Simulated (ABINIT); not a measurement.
## Ca2H6Os (Fm-3m): G0W0 with and without spin-orbit coupling

Wanted: the effect of spin-orbit coupling on the quasiparticle gap of Ca2H6Os (Fm-3m).

Main program and level: ABINIT 10.8.3; PBEsol and many-body steps on it, plane waves.

**1. Set-up**

It takes space group Fm-3m (No. 225, cubic). The conventional cell has a = 7.230 Å, b = 7.230 Å, c = 7.230 Å, α = 90.00°, β = 90.00°, γ = 90.00°. Nearest to Ca lie 12 H at 2.56 Å. Nearest to H lie 1 Os at 1.71 Å and 4 H at 2.42 Å and 4 Ca at 2.56 Å. Nearest to Os lie 6 H at 1.71 Å. Farther neighbours are not listed.

The cell and positions are those that the Materials Project relaxed with its own functionals (PBE, PBE+U or r2SCAN), kept fixed. Spin-orbit coupling is left out unless a step names it.

**2. Empty states on the mesh, 2×2×2 mesh, 73 bands**

This step: ABINIT 10.8.3; DFT, PBEsol, plane waves, norm-conserving pseudopotentials.

The sums over transitions need many empty states on a uniform mesh; this step solves for them.

Input file run.abi:

```
acell 3*1.0 Angstrom
rprim 
  0.000000000000 3.614821300000 3.614821300000
  3.614821300000 0.000000000000 3.614821300000
  3.614821300000 3.614821300000 0.000000000000
ntypat 3
znucl 20 1 76
natom 9
typat 1 1 2 2 2 2 2 2 3
xred 
  0.250000000000 0.250000000000 0.250000000000
  0.750000000000 0.750000000000 0.750000000000
  0.762819760000 0.237180240000 0.237180240000
  0.237180240000 0.762819760000 0.762819760000
  0.237180240000 0.762819760000 0.237180240000
  0.762819760000 0.237180240000 0.762819760000
  0.237180240000 0.237180240000 0.762819760000
  0.762819760000 0.762819760000 0.237180240000
  0.000000000000 0.000000000000 0.000000000000
pp_dirpath "pseudos"
pseudos "Ca.upf, H.upf, Os.upf"
ecut 33
ngkpt 2 2 2
nshiftk 1
shiftk 0 0 0
kptopt 1
chksymbreak 0
iscf -2
irdden 1
istwfk *1
nband 73
nbdbuf 6
tolwfr 1e-09
nstep 60
prtvol 0
indata_prefix "in"
outdata_prefix "out"
tmpdata_prefix "tmp"
```

Run with:

```
OMP_NUM_THREADS=1 mpirun -n 3 abinit run.abi > log
```

Numbers of over 12 decimals in the logs are rounded to 6 here.

Log:

```text
.Version 10.8.3 of ABINIT. v10.8.2 released Aug 2026.

 Symmetries : space group Fm -3 m (#225); Bravais cF (face-center cubic)
[... echo of the input left out ...]
== DATASET  1 ==================================================================
-   mpi_nproc: 3, omp_nthreads: 1 (-1 if OMP is not activated)

--- !DatasetInfo
iteration_state: {dtset: 1, }
dimensions: {natom: 9, nkpt: 3, mband: 73, nsppol: 1, nspinor: 1, nspden: 1, mpw: 5817, }
cutoff_energies: {ecut:  33.0, pawecutdg:  -1.0, }
[...]
1.02746    1.06485    1.06485    1.06485    1.09565    1.09565    1.09565    1.10081
   1.13753    1.13753    1.13753    1.26960    1.26960    1.30296    1.30298    1.30300
   1.31669
 prteigrs : prtvol=0 or 1, do not print more k-points.

== END DATASET(S) ==============================================================
================================================================================

 -outvars: echo values of variables after computation  --------
            nband          73
             nkpt           3
          spgroup         225
 [... the other variables as echoed above ...]

 Calculation completed.
```

Wall time 6.9 s (3 MPI ranks of AMD EPYC 9R45 (Zen 5), shared host); peak memory 0.28 GiB; 20 s of CPU time.

This step gave:

| Quantity | Value |
| --- | --- |
| gap | 2.604 eV |
| k of the valence top | 0.5, 0.5, 0 |
| k of the conduction bottom | 0.5, 0.5, 0 |
| least direct gap | 2.604 eV |
| k points computed | 3 |
| lowest point of the top converged band, above the valence top | 26.34 eV |

On this mesh the gap is 2.604 eV.

The density comes from a self-consistent run that is not shown.

**3. Screening, 2×2×2 mesh, 67 bands, screening to 98 eV**

The RPA dielectric matrix is built and inverted for each q.

This step: RPA screening on PBEsol, plane waves, norm-conserving pseudopotentials.

Changes to run.abi since step 2:

```diff
@@ -27,10 +27,11 @@
 chksymbreak 0
-iscf -2
-irdden 1
 istwfk *1
-nband 73
-nbdbuf 6
-tolwfr 1e-09
-nstep 60
-prtvol 0
+occopt 1
+irdwfk 1
+optdriver 3
+nband 67
+ecuteps 3.6
+inclvkb 0
+awtr 1
+symchi 1
 indata_prefix "in"
```

Run with:

```
OMP_NUM_THREADS=1 mpirun -n 4 abinit run.abi > log
```

Log:

```text
.Version 10.8.3 of ABINIT. v10.8.2 released Aug 2026.

 Symmetries : space group Fm -3 m (#225); Bravais cF (face-center cubic)
[... echo of the input left out ...]
== DATASET  1 ==================================================================
-   mpi_nproc: 4, omp_nthreads: 1 (-1 if OMP is not activated)

--- !DatasetInfo
iteration_state: {dtset: 1, }
dimensions: {natom: 9, nkpt: 3, mband: 67, nsppol: 1, nspinor: 1, nspden: 1, mpw: 5817, }
cutoff_energies: {ecut:  33.0, pawecutdg:  -1.0, }
electrons: {nelect:   4.20000000E+01, charge:   0.00000000E+00, occopt:   1.00000000E+00, tsmear:   1.00000000E-02, }

 SCREENING: Calculation of the susceptibility and dielectric matrices

 Based on a program developped by R.W. Godby, V. Olevano, G. Onida, and L. Reining.
 Incorporated in ABINIT by V. Olevano, G.-M. Rignanese, and M. Torrent.
.Using double precision arithmetic ; gwpc =  8

[... cell and pseudopotentials left out ...]
--------------------------------------------------------------------------------

 ==== K-mesh for the wavefunctions ====
 Number of points in the irreducible wedge :     3
[... list of points left out ...]
 Together with 48 symmetry operations and time-reversal symmetry
 yields     8 points in the full Brillouin Zone.

 ==== Q-mesh for the screening function ====
 Number of points in the irreducible wedge :     3
[... list of points left out ...]
 Together with 48 symmetry operations and time-reversal symmetry
 yields     8 points in the full Brillouin Zone.

 setmesh: FFT mesh size selected  =    36x   36x   36
          total number of points  =        46656

 vcoul_init : cutoff-mode = AUXILIARY_FUNCTION
 q-points for optical limit:   1
     1)      0.000010    0.000020    0.000030

- screening: taking advantage of time-reversal symmetry
- Maximum band index for partially occupied states nbvw = 21
- Remaining bands to be divided among processors   nbcw = 46
- Number of bands treated by each node ~11

 Number of electrons calculated from density =   42.0000; Expected =   42.0000
 average of density, n =  0.065881
 r_s =    1.5360
 omega_plasma =   24.7592 [eV]

 calculating chi0 at frequencies [eV] :
  1    0.000000E+00    0.000000E+00
  2    0.000000E+00    2.475921E+01

--------------------------------------------------------------------------------
  q-point number  1        q = ( 0.000000, 0.000000, 0.000000) [r.l.u.]
--------------------------------------------------------------------------------
[... chi0 elements left out ...]
 For q-point:  0.000010 0.000020 0.000030
  dielectric constant =   4.7370
  dielectric constant without local fields =   5.7241

  Average fulfillment of the sum rule on Im[epsilon] for q-point    1 :     46.92  [%]
[... wings left out ...]
  q-point number  2        q = ( 0.500000, 0.000000, 0.000000) [r.l.u.]
--------------------------------------------------------------------------------
[... chi0 elements left out ...]
  Average fulfillment of the sum rule on Im[epsilon] for q-point    2 :     56.61  [%]

 [... 1 further q-points ...]
```

Run time: 2.8 s. Hardware: 4 MPI ranks; peak memory 0.18 GiB.

This step gave:

* ε∞ with local fields, on this mesh, along the program's q direction: 4.737
* the same without local fields: 5.724
* plasma frequency: 24.76 eV
* plane waves in the screening matrix: 181

Local fields lower ε∞ by 17 %. On a Γ-centred mesh this coarse the value itself is usually too large, while a short band sum pulls it down.

**4. Scalar-relativistic**

The self-energy is evaluated for the states that the input lists, and the levels follow from it, in one-shot runs by the linearised quasiparticle equation.

This step: G0W0 on PBEsol, plane waves, norm-conserving pseudopotentials.

Changes to run.abi since step 3:

```diff
@@ -30,8 +30,17 @@
 irdwfk 1
-optdriver 3
+optdriver 4
 nband 67
+gwcalctyp 0
+ecutsigx 33
+symsigma 1
+nkptgw 2
+kptgw 
+  0.5000000000 0.5000000000 0.0000000000
+  0.0000000000 0.0000000000 0.0000000000
+bdgw 
+  20 23
+  19 23
 ecuteps 3.6
-inclvkb 0
-awtr 1
-symchi 1
+irdscr 1
+ppmodel 1
 indata_prefix "in"
```

Log:

```text
.Version 10.8.3 of ABINIT. v10.8.2 released Aug 2026.

 Symmetries : space group Fm -3 m (#225); Bravais cF (face-center cubic)
[... echo of the input left out ...]
== DATASET  1 ==================================================================
-   mpi_nproc: 4, omp_nthreads: 1 (-1 if OMP is not activated)

--- !DatasetInfo
iteration_state: {dtset: 1, }
dimensions: {natom: 9, nkpt: 3, mband: 67, nsppol: 1, nspinor: 1, nspden: 1, mpw: 5817, }
cutoff_energies: {ecut:  33.0, pawecutdg:  -1.0, }
electrons: {nelect:   4.20000000E+01, charge:   0.00000000E+00, occopt:   1.00000000E+00, tsmear:   1.00000000E-02, }

 SIGMA: Calculation of the GW corrections

 Based on a program developped by R.W. Godby, V. Olevano, G. Onida, and L. Reining.
 Incorporated in ABINIT by V. Olevano, G.-M. Rignanese, and M. Torrent.
.Using double precision arithmetic ; gwpc =  8

[... cell and pseudopotentials left out ...]
--------------------------------------------------------------------------------

 ==== K-mesh for the wavefunctions ====
 Number of points in the irreducible wedge :     3
[... list of points left out ...]
 Together with 48 symmetry operations and time-reversal symmetry
 yields     8 points in the full Brillouin Zone.

 ==== Q-mesh for screening function ====
 Number of points in the irreducible wedge :     3
[... list of points left out ...]
 Together with 48 symmetry operations and time-reversal symmetry
 yields     8 points in the full Brillouin Zone.

 vcoul_init : cutoff-mode = AUXILIARY_FUNCTION
 q-points for optical limit:   1
     1)      0.000010    0.000020    0.000030
 setmesh: FFT mesh size selected  =    50x   50x   50
          total number of points  =       125000

 Number of electrons calculated from density =   42.0000; Expected =   42.0000
 average of density, n =  0.065881
 r_s =    1.5360
 omega_plasma =   24.7592 [eV]

 === KS Band Gaps ===
  >>>> For spin  1
   Minimum direct gap =   2.6043 [eV], located at k-point      :   0.5000  0.5000  0.0000
   Fundamental gap    =   2.6043 [eV], Top of valence bands at :   0.5000  0.5000  0.0000
                                       Bottom of conduction at :   0.5000  0.5000  0.0000
 SIGMA fundamental parameters:
 PLASMON POLE MODEL  1
 number of plane-waves for SigmaX                 5817
 number of plane-waves for SigmaC and W            181
 number of plane-waves for wavefunctions          5817
 number of bands                                    67
 number of independent spin polarizations            1
 number of spinorial components                      1
 number of k-points in IBZ                           3
 number of q-points in IBZ                           3
 number of symmetry operations                      48
 number of k-points in BZ                            8
 number of q-points in BZ                            8
 number of frequencies for dSigma/dE                 9
 frequency step for dSigma/dE [eV]                0.25
 number of omega for Sigma on real axis              0
 max omega for Sigma on real axis  [eV]           0.00
 zcut for avoiding poles [eV]                     0.10

 EPSILON^-1 parameters (SCR file):
 dimension of the eps^-1 matrix on file            181
 dimension of the eps^-1 matrix used               181
 number of plane-waves for wavefunctions          5817
 number of bands                                    67
 number of q-points in IBZ                           3
 number of frequencies                               2
 number of real frequencies                          1
 number of imag frequencies                          1

 matrix elements of self-energy operator (all in [eV])

 Perturbative Calculation

--- !SelfEnergy_ee
iteration_state: {dtset: 1, }
kpoint     : [   0.500,    0.500,    0.000, ]
spin       : 1
KS_gap     :    2.604
QP_gap     :    3.832
Delta_QP_KS:    1.227
data: !SigmaeeData |
     Band     E0 <VxcDFT>   SigX SigC(E0)      Z dSigC/dE  Sig(E)    E-E0       E
       20   4.616 -17.054 -19.640   3.334   0.802  -0.247 -16.454   0.600   5.216
       21   4.616 -17.054 -19.640   3.334   0.802  -0.247 -16.454   0.600   5.216
       22   7.221 -13.746  -8.661  -2.897   0.835  -0.198 -11.919   1.827   9.048
       23   8.171 -12.329  -6.155  -3.601   0.836  -0.196 -10.178   2.151  10.321

--- !SelfEnergy_ee
iteration_state: {dtset: 1, }
kpoint     : [   0.000,    0.000,    0.000, ]
spin       : 1
KS_gap     :    4.543
QP_gap     :    6.525
Delta_QP_KS:    1.982
data: !SigmaeeData |
     Band     E0 <VxcDFT>   SigX SigC(E0)      Z dSigC/dE  Sig(E)    E-E0       E
       19   4.447 -16.649 -19.388   3.336   0.802  -0.247 -16.170   0.479   4.926
       20   4.447 -16.649 -19.388   3.336   0.802  -0.247 -16.170   0.479   4.926
       21   4.447 -16.649 -19.388   3.336   0.802  -0.247 -16.170   0.479   4.926
       22   8.990 -14.735  -8.063  -3.691   0.826  -0.211 -12.274   2.461  11.451
       23   8.990 -14.735  -8.063  -3.691   0.826  -0.211 -12.274   2.461  11.451

== END DATASET(S) ==============================================================
================================================================================

 -outvars: echo values of variables after computation  --------
           etotal      0.0000000000E+00
            nband          67
             nkpt           3
          spgroup         225
 [... the other variables as echoed above ...]

 Calculation completed.
```

Elapsed: 3.1 s, on 4 MPI ranks; peak memory 0.73 GiB; 12 s of CPU time.

Numbers from this step:

| Item | Value |
| --- | --- |
| G0W0 gap on the points computed | 3.832 eV |
| starting gap on the mesh | 2.604 eV |
| k of the valence top | 0.5, 0.5, 0 |
| k of the conduction bottom | 0.5, 0.5, 0 |
| Z at the valence top | 0.802 |
| Z at the conduction bottom | 0.835 |
| least direct G0W0 gap on the computed points | 3.832 eV |

The gap on the mesh goes from 2.60 eV to 3.83 eV, a correction of +1.23 eV.

**5. Empty states on the mesh, 2×2×2 mesh, 146 bands**

This step: DFT, PBEsol with spin-orbit coupling, plane waves, norm-conserving pseudopotentials.

Changes to run.abi since step 4:

```diff
@@ -22,2 +22,3 @@
 ecut 33
+nspinor 2
 ngkpt 2 2 2
@@ -27,20 +28,10 @@
 chksymbreak 0
+iscf -2
+irdden 1
 istwfk *1
-occopt 1
-irdwfk 1
-optdriver 4
-nband 67
-gwcalctyp 0
-ecutsigx 33
-symsigma 1
-nkptgw 2
-kptgw 
-  0.5000000000 0.5000000000 0.0000000000
-  0.0000000000 0.0000000000 0.0000000000
-bdgw 
-  20 23
-  19 23
-ecuteps 3.6
-irdscr 1
-ppmodel 1
+nband 146
+nbdbuf 12
+tolwfr 1e-09
+nstep 60
+prtvol 0
 indata_prefix "in"
```

Run with:

```
OMP_NUM_THREADS=1 mpirun -n 3 abinit run.abi > log
```

Log:

```text
.Version 10.8.3 of ABINIT. v10.8.2 released Aug 2026.

 Symmetries : space group Fm -3 m (#225); Bravais cF (face-center cubic)
[... echo of the input left out ...]
== DATASET  1 ==================================================================
-   mpi_nproc: 3, omp_nthreads: 1 (-1 if OMP is not activated)

--- !DatasetInfo
iteration_state: {dtset: 1, }
dimensions: {natom: 9, nkpt: 3, mband: 146, nsppol: 1, nspinor: 2, nspden: 1, mpw: 5817, }
cutoff_energies: {ecut:  33.0, pawecutdg:  -1.0, }
[...]
1.13606    1.13606    1.13606    1.13606    1.14114    1.14114    1.27045    1.27045
   1.27047    1.27049    1.29803    1.29826    1.30425    1.30425    1.30478    1.30758
   1.31769    1.31805
 prteigrs : prtvol=0 or 1, do not print more k-points.

== END DATASET(S) ==============================================================
================================================================================

 -outvars: echo values of variables after computation  --------
            nband         146
             nkpt           3
          spgroup         225
 [... the other variables as echoed above ...]

 Calculation completed.
```

The job ended after 47 s (3 MPI ranks; peak memory 0.41 GiB; 2.4 min of CPU time).

This step gave:

```
gap                                                           : 2.451 eV
k of the valence top                                          : 0.5, 0.5, 0
k of the conduction bottom                                    : 0.5, 0.5, 0
least direct gap                                              : 2.451 eV
k points computed                                             : 3
lowest point of the top converged band, above the valence top : 26.24 eV
```

On this mesh the gap is 2.451 eV.

The density comes from a self-consistent run that is not shown, made with spin-orbit coupling and fully relativistic files.

**6. Screening, 2×2×2 mesh, 134 bands, screening to 98 eV**

This step: RPA screening on PBEsol with spin-orbit coupling, plane waves, norm-conserving pseudopotentials.

Changes to run.abi since step 5:

```diff
@@ -28,10 +28,11 @@
 chksymbreak 0
-iscf -2
-irdden 1
 istwfk *1
-nband 146
-nbdbuf 12
-tolwfr 1e-09
-nstep 60
-prtvol 0
+occopt 1
+irdwfk 1
+optdriver 3
+nband 134
+ecuteps 3.6
+inclvkb 0
+awtr 1
+symchi 1
 indata_prefix "in"
```

Run with:

```
OMP_NUM_THREADS=1 mpirun -n 4 abinit run.abi > log
```

Log:

```text
.Version 10.8.3 of ABINIT. v10.8.2 released Aug 2026.

 Symmetries : space group Fm -3 m (#225); Bravais cF (face-center cubic)
[... echo of the input left out ...]
== DATASET  1 ==================================================================
-   mpi_nproc: 4, omp_nthreads: 1 (-1 if OMP is not activated)

--- !DatasetInfo
iteration_state: {dtset: 1, }
dimensions: {natom: 9, nkpt: 3, mband: 134, nsppol: 1, nspinor: 2, nspden: 1, mpw: 5817, }
cutoff_energies: {ecut:  33.0, pawecutdg:  -1.0, }
electrons: {nelect:   4.20000000E+01, charge:   0.00000000E+00, occopt:   1.00000000E+00, tsmear:   1.00000000E-02, }

 SCREENING: Calculation of the susceptibility and dielectric matrices

 Based on a program developped by R.W. Godby, V. Olevano, G. Onida, and L. Reining.
 Incorporated in ABINIT by V. Olevano, G.-M. Rignanese, and M. Torrent.
.Using double precision arithmetic ; gwpc =  8

[... cell and pseudopotentials left out ...]
--------------------------------------------------------------------------------

 ==== K-mesh for the wavefunctions ====
 Number of points in the irreducible wedge :     3
[... list of points left out ...]
 Together with 48 symmetry operations and time-reversal symmetry
 yields     8 points in the full Brillouin Zone.

 ==== Q-mesh for the screening function ====
 Number of points in the irreducible wedge :     3
[... list of points left out ...]
 Together with 48 symmetry operations and time-reversal symmetry
 yields     8 points in the full Brillouin Zone.

 setmesh: FFT mesh size selected  =    36x   36x   36
          total number of points  =        46656

 vcoul_init : cutoff-mode = AUXILIARY_FUNCTION
 q-points for optical limit:   1
     1)      0.000010    0.000020    0.000030

- screening: taking advantage of time-reversal symmetry
- Maximum band index for partially occupied states nbvw = 42
- Remaining bands to be divided among processors   nbcw = 92
- Number of bands treated by each node ~23

 Number of electrons calculated from density =   42.0000; Expected =   42.0000
 average of density, n =  0.065881
 r_s =    1.5360
 omega_plasma =   24.7592 [eV]

 calculating chi0 at frequencies [eV] :
  1    0.000000E+00    0.000000E+00
  2    0.000000E+00    2.475921E+01

--------------------------------------------------------------------------------
  q-point number  1        q = ( 0.000000, 0.000000, 0.000000) [r.l.u.]
--------------------------------------------------------------------------------
[... chi0 elements left out ...]
 For q-point:  0.000010 0.000020 0.000030
  dielectric constant =   4.7339
  dielectric constant without local fields =   5.7088

  Average fulfillment of the sum rule on Im[epsilon] for q-point    1 :     46.94  [%]
[... wings left out ...]
  q-point number  2        q = ( 0.500000, 0.000000, 0.000000) [r.l.u.]
--------------------------------------------------------------------------------
[... chi0 elements left out ...]
  Average fulfillment of the sum rule on Im[epsilon] for q-point    2 :     56.63  [%]

 [... 1 further q-points ...]
```

Elapsed: 9.9 s, on 4 MPI ranks; peak memory 1.6 GiB; 39 s of CPU time.

Numbers from this step:

```yaml
eps_infinity_with_local_fields_on_this_mesh_along_the_program_s_q_direction: 4.734
the_same_without_local_fields: 5.709
plasma_frequency: 24.76 eV
plane_waves_in_the_screening_matrix: 181
```

[end of part 1 of 2]

[Paths, hosts, dates, memory and timing lines, banners, echoed tables and standing remarks are left out of the program output.]

[Logs are printed without paths, hosts, clocks, repeated set-up lines and the standing remarks that a program may print on its own settings, such as how far it seeks lower states.]

[Runs of the session that timed out or met a known fault of the program may be left out.]

[No measured gap is set beside runs whose start may be inverted or whose files or cutoffs have a known fault.]

[Hosts, paths, dates, database ids (printed as entryN), source tags and the programs' standing remarks are cut or masked in the printed files.]

[G0W0 gaps are taken among the corrected bands and points alone; a level outside them can change the order at an edge.]

[Where Ansatz stands beside ABINIT at settings called matched, ABINIT's density can come from a denser mesh and the files from another edition; pairs whose starting gaps differed by over 0.03 eV were left out, so agreement reads better than it is.]
